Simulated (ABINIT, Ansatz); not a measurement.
# How the form of the self-energy moves the gap of La2O3 (P-3m1), part 2 of 2

Aim: compare treatments of exchange, screening and correlation for the gap of La2O3 (P-3m1).

ABINIT 10.8.3; PBE and many-body steps on it, plane waves. Known limits of the many-body steps: not at the basis limit; no spin-orbit coupling; coarse k mesh.

So far. Step 5 (G0W0, Hybertsen-Louie plasmon pole): Against G0W0 in ABINIT (3×3×2 mesh, 186 bands, screening to 176.9 eV, Godby-Needs plasmon pole), the gap moves by +0.296 eV. Step 6 (G0W0, von der Linden-Horsch plasmon pole): Against G0W0 in ABINIT (3×3×2 mesh, 186 bands, screening to 176.9 eV, Godby-Needs plasmon pole), the gap moves by +0.053 eV.

## (7) One-shot Hartree-Fock

This step: one-shot Hartree-Fock on PBE, plane waves, norm-conserving pseudopotentials.

File run.abi:

```
acell 3*1.0 Angstrom
rprim 
  3.930777878010 -0.000000000002 0.000000000000
  -1.965388939003 3.404153498992 0.000000000000
  0.000000000000 0.000000000000 6.111953520000
ntypat 2
znucl 57 8
natom 5
typat 1 1 2 2 2
xred 
  0.666666666667 0.333333333333 0.753764320000
  0.333333333333 0.666666666667 0.246235680000
  0.666666666667 0.333333333333 0.354109350000
  0.333333333333 0.666666666667 0.645890650000
  -0.000000000000 -0.000000000000 0.000000000000
pp_dirpath "pseudos"
pseudos "La.upf, O.upf"
ecut 50
ngkpt 3 3 2
nshiftk 1
shiftk 0 0 0
kptopt 1
chksymbreak 0
istwfk *1
occopt 1
irdwfk 1
optdriver 4
nband 24
gwcalctyp 5
ecutsigx 50
symsigma 1
nkptgw 3
kptgw 
  0.3333333333 0.0000000000 0.5000000000
  0.3333333333 0.3333333333 0.0000000000
  0.0000000000 0.0000000000 0.0000000000
bdgw 
  19 22
  19 23
  18 23
ixc_sigma 40
fftgw 31
indata_prefix "in"
outdata_prefix "out"
tmpdata_prefix "tmp"
```

Launch:

```console
> OMP_NUM_THREADS=1 mpirun -n 8 abinit run.abi > log
```

Numbers of over 12 decimals in the logs are rounded to 6 here.

The program printed:

```text
.Version 10.8.3 of ABINIT. v10.8.2 released Aug 2026.

 Symmetries : space group P-3 m 1 (#164); Bravais hP (primitive hexag.)
[... echo of the input left out ...]
== DATASET  1 ==================================================================
-   mpi_nproc: 8, omp_nthreads: 1 (-1 if OMP is not activated)

--- !DatasetInfo
iteration_state: {dtset: 1, }
dimensions: {natom: 5, nkpt: 6, mband: 24, nsppol: 1, nspinor: 1, nspden: 1, mpw: 9367, }
cutoff_energies: {ecut:  50.0, pawecutdg:  -1.0, }
[...]
Band     E0 <VxcDFT>   SigX SigC(E0)      Z dSigC/dE  Sig(E)    E-E0       E
[...]
22  10.583 -12.686  -4.857   0.000   1.000   0.000  -4.857   7.830  18.412
       23  10.583 -12.686  -4.857   0.000   1.000   0.000  -4.857   7.830  18.412

== END DATASET(S) ==============================================================
================================================================================

 -outvars: echo values of variables after computation  --------
           etotal      0.0000000000E+00
            nband          24
             nkpt           6
          spgroup         164
 [... the other variables as echoed above ...]

 Calculation completed.
```

The job ended after 2.7 s (8 MPI ranks of AMD EPYC 9R45, shared host; peak memory 0.22 GiB; 20 s of CPU time).

Numbers from this step:

```
quasiparticle gap on the points computed              : 13.84 eV
starting gap on the mesh                              : 3.940 eV
k of the valence top                                  : 0.3333, 0.3333, 0
k of the conduction bottom                            : 0.3333, 0.3333, 0
least direct quasiparticle gap on the computed points : 13.84 eV
```

Against G0W0 in ABINIT (3×3×2 mesh, 186 bands, screening to 176.9 eV, Godby-Needs plasmon pole), the gap moves by +8.754 eV.

## (8) Screening, 3×3×2 mesh, 186 bands, screening to 176.9 eV

This step: RPA screening on PBE, plane waves, norm-conserving pseudopotentials.

run.abi: that of step 7 with these lines changed.

```diff
@@ -26,18 +26,14 @@
 irdwfk 1
-optdriver 4
-nband 24
-gwcalctyp 5
-ecutsigx 50
-symsigma 1
-nkptgw 3
-kptgw 
-  0.3333333333 0.0000000000 0.5000000000
-  0.3333333333 0.3333333333 0.0000000000
-  0.0000000000 0.0000000000 0.0000000000
-bdgw 
-  19 22
-  19 23
-  18 23
-ixc_sigma 40
-fftgw 31
+optdriver 3
+nband 186
+ecuteps 6.5
+inclvkb 2
+awtr 1
+symchi 1
+gwcalctyp 2
+nfreqre 16
+freqremax 40 eV
+nfreqim 8
+spmeth 1
+nomegasf 120
 indata_prefix "in"
```

The program printed:

```text
.Version 10.8.3 of ABINIT. v10.8.2 released Aug 2026.

 Symmetries : space group P-3 m 1 (#164); Bravais hP (primitive hexag.)
[... echo of the input left out ...]
== DATASET  1 ==================================================================
-   mpi_nproc: 8, omp_nthreads: 1 (-1 if OMP is not activated)

--- !DatasetInfo
iteration_state: {dtset: 1, }
dimensions: {natom: 5, nkpt: 6, mband: 186, nsppol: 1, nspinor: 1, nspden: 1, mpw: 9367, }
cutoff_energies: {ecut:  50.0, pawecutdg:  -1.0, }
electrons: {nelect:   4.00000000E+01, charge:   0.00000000E+00, occopt:   1.00000000E+00, tsmear:   1.00000000E-02, }

 SCREENING: Calculation of the susceptibility and dielectric matrices

 Based on a program developped by R.W. Godby, V. Olevano, G. Onida, and L. Reining.
 Incorporated in ABINIT by V. Olevano, G.-M. Rignanese, and M. Torrent.
.Using double precision arithmetic ; gwpc =  8

[... cell and pseudopotentials left out ...]
--------------------------------------------------------------------------------

 ==== K-mesh for the wavefunctions ====
 Number of points in the irreducible wedge :     6
[... list of points left out ...]
 Together with 12 symmetry operations and time-reversal symmetry
 yields    18 points in the full Brillouin Zone.

 ==== Q-mesh for the screening function ====
 Number of points in the irreducible wedge :     6
[... list of points left out ...]
 Together with 12 symmetry operations and time-reversal symmetry
 yields    18 points in the full Brillouin Zone.

 setmesh: FFT mesh size selected  =    27x   27x   50
          total number of points  =        36450

 vcoul_init : cutoff-mode = AUXILIARY_FUNCTION
 q-points for optical limit:   1
     1)      0.000010    0.000020    0.000030

- screening: taking advantage of time-reversal symmetry
- Maximum band index for partially occupied states nbvw = 20
- Remaining bands to be divided among processors   nbcw = 166
- Number of bands treated by each node ~20

 Number of electrons calculated from density =   40.0000; Expected =   40.0000
 average of density, n =  0.072476
 r_s =    1.4879
 omega_plasma =   25.9689 [eV]

 calculating chi0 at frequencies [eV] :
  1    0.000000E+00    0.000000E+00
  2    2.666667E+00    0.000000E+00
  3    5.333333E+00    0.000000E+00
[...]
23    0.000000E+00    6.613825E+01
 24    0.000000E+00    9.312338E+01

--------------------------------------------------------------------------------
  q-point number  1        q = ( 0.000000, 0.000000, 0.000000) [r.l.u.]
--------------------------------------------------------------------------------
[... chi0 elements left out ...]
  [... further frequencies ...]

 No. of calculated frequencies >  15, stop printing
 For q-point:  0.000010 0.000020 0.000030
  dielectric constant =   4.5762
  dielectric constant without local fields =   4.9745

  Average fulfillment of the sum rule on Im[epsilon] for q-point    1 :     77.05  [%]
[... wings left out ...]
  q-point number  2        q = ( 0.333333, 0.000000, 0.000000) [r.l.u.]
--------------------------------------------------------------------------------
[... chi0 elements left out ...]
  [... further frequencies ...]

 No. of calculated frequencies >  15, stop printing
  Average fulfillment of the sum rule on Im[epsilon] for q-point    2 :     81.95  [%]

 [... 4 further q-points ...]
```

The job ended after 35 s (8 MPI ranks; peak memory 4.1 GiB; 4.7 min of CPU time).

Numbers from this step:

- ε∞ with local fields, on this mesh, along the program's q direction: 4.576
- the same without local fields: 4.974
- plasma frequency: 25.97 eV
- plane waves in the screening matrix: 439

## (9) G0W0, contour deformation

This step: G0W0 on PBE, plane waves, norm-conserving pseudopotentials.

run.abi: that of step 8 with these lines changed.

```diff
@@ -26,14 +26,19 @@
 irdwfk 1
-optdriver 3
+optdriver 4
 nband 186
+gwcalctyp 2
+ecutsigx 50
+symsigma 1
+nkptgw 3
+kptgw 
+  0.3333333333 0.0000000000 0.5000000000
+  0.3333333333 0.3333333333 0.0000000000
+  0.0000000000 0.0000000000 0.0000000000
+bdgw 
+  19 22
+  19 23
+  18 23
 ecuteps 6.5
-inclvkb 2
-awtr 1
-symchi 1
-gwcalctyp 2
-nfreqre 16
-freqremax 40 eV
-nfreqim 8
-spmeth 1
-nomegasf 120
+irdscr 1
+gwmem 01
 indata_prefix "in"
```

The program printed:

```text
.Version 10.8.3 of ABINIT. v10.8.2 released Aug 2026.

 Symmetries : space group P-3 m 1 (#164); Bravais hP (primitive hexag.)
[... echo of the input left out ...]
== DATASET  1 ==================================================================
-   mpi_nproc: 8, omp_nthreads: 1 (-1 if OMP is not activated)

--- !DatasetInfo
iteration_state: {dtset: 1, }
dimensions: {natom: 5, nkpt: 6, mband: 186, nsppol: 1, nspinor: 1, nspden: 1, mpw: 9367, }
cutoff_energies: {ecut:  50.0, pawecutdg:  -1.0, }
[...]
Band     E0 <VxcDFT>   SigX SigC(E0)      Z dSigC/dE  Sig(E)    E-E0       E
[...]
23  10.583 -12.686  -4.857  -5.496   0.780  -0.283 -10.867   1.820  12.402
       23   0.000   0.000   0.000  -0.000   0.000   0.000  -0.000  -0.000  -0.000

== END DATASET(S) ==============================================================
================================================================================

 -outvars: echo values of variables after computation  --------
           etotal      0.0000000000E+00
            nband         186
             nkpt           6
          spgroup         164
 [... the other variables as echoed above ...]

 Calculation completed.
```

Elapsed: 12 s, on 8 MPI ranks; peak memory 2.3 GiB.

This step gave:

| Quantity | Value |
| --- | --- |
| G0W0 gap on the points computed | 5.125 eV |
| starting gap on the mesh | 3.940 eV |
| k of the valence top | 0.3333, 0, 0.5 |
| k of the conduction bottom | 0.3333, 0.3333, 0 |
| least direct G0W0 gap on the computed points | 5.193 eV |

Against G0W0 in ABINIT (3×3×2 mesh, 186 bands, screening to 176.9 eV, Godby-Needs plasmon pole), the gap moves by +0.041 eV.

## (10) The runs together

Times are wall times on 8 MPI ranks of AMD EPYC 9R45, shared host, good to a factor of about two. A run's time includes the screening step that it read.

| run | mesh | bands | screening cutoff (eV) | DFT gap (eV) | gap on the mesh (eV) | direct (eV) | ε∞ used | time |
| --- | --- | --- | --- | --- | --- | --- | --- | --- |
| G0W0, Godby-Needs plasmon pole | 3×3×2 | 186 | 176.9 | 3.940 | 5.084 | 5.144 | 4.56 | 37 s |
| G0W0, Hybertsen-Louie plasmon pole | 3×3×2 | 186 | 176.9 | 3.940 | 5.380 | 5.380 | 4.56 | 37 s |
| G0W0, von der Linden-Horsch plasmon pole | 3×3×2 | 186 | 176.9 | 3.940 | 5.137 | 5.171 | 4.56 | 27 s |
| one-shot Hartree-Fock | 3×3×2 | - | - | 3.940 | 13.838 | 13.838 | - | 2.7 s |
| G0W0, contour deformation | 3×3×2 | 186 | 176.9 | 3.940 | 5.125 | 5.193 | 4.58 | 48 s |

## (11) What came out

```yaml
g0w0_godby_needs_plasmon_pole: 5.084 eV
g0w0_hybertsen_louie_plasmon_pole: 5.380 eV
g0w0_von_der_linden_horsch_plasmon_pole: 5.137 eV
one_shot_hartree_fock: 13.838 eV
g0w0_contour_deformation: 5.125 eV
known_limits: not at the basis limit; no spin-orbit coupling; coarse k mesh
```

**Reading.** G0W0, Hybertsen-Louie plasmon pole: +0.296 eV against G0W0, Godby-Needs plasmon pole. G0W0, von der Linden-Horsch plasmon pole: +0.053 eV against G0W0, Godby-Needs plasmon pole. One-shot Hartree-Fock: +8.754 eV against G0W0, Godby-Needs plasmon pole. G0W0, contour deformation: +0.041 eV against G0W0, Godby-Needs plasmon pole. Bare exchange alone opens the gap to 13.84 eV; against G0W0, correlation takes back 8.75 eV. Bands and cutoff are finite, so the gap is not at the basis limit. The miss can reach some tenths of an eV and take either sign; the mesh is an error of its own. In the G0W0 runs levels were corrected at 3 k points alone, so a gap called «on the mesh» is the least over those, and an edge elsewhere would be missed. A denser mesh or path gives a starting gap of 3.85 eV: the GW mesh misses a band edge, so its gaps are not the fundamental one. The 3×3×2 mesh is coarse for this cell, which bears on the long-range parts of exchange and screening. The many-body steps are scalar-relativistic: spin-orbit coupling is not in them.

[Paths, hosts, dates, memory and timing lines, banners, echoed tables and standing remarks are left out of the program output.]

[Logs are printed without paths, hosts, clocks, repeated set-up lines and the standing remarks that a program may print on its own settings, such as how far it seeks lower states.]

[Runs of the session that timed out or met a known fault of the program may be left out.]

[Hosts, paths, dates, database ids (printed as entryN), source tags and the programs' standing remarks are cut or masked in the printed files.]

[G0W0 gaps are taken among the corrected bands and points alone; a level outside them can change the order at an edge.]

[Where Ansatz stands beside ABINIT at settings called matched, ABINIT's density can come from a denser mesh and the files from another edition; pairs whose starting gaps differed by over 0.03 eV were left out, so agreement reads better than it is.]
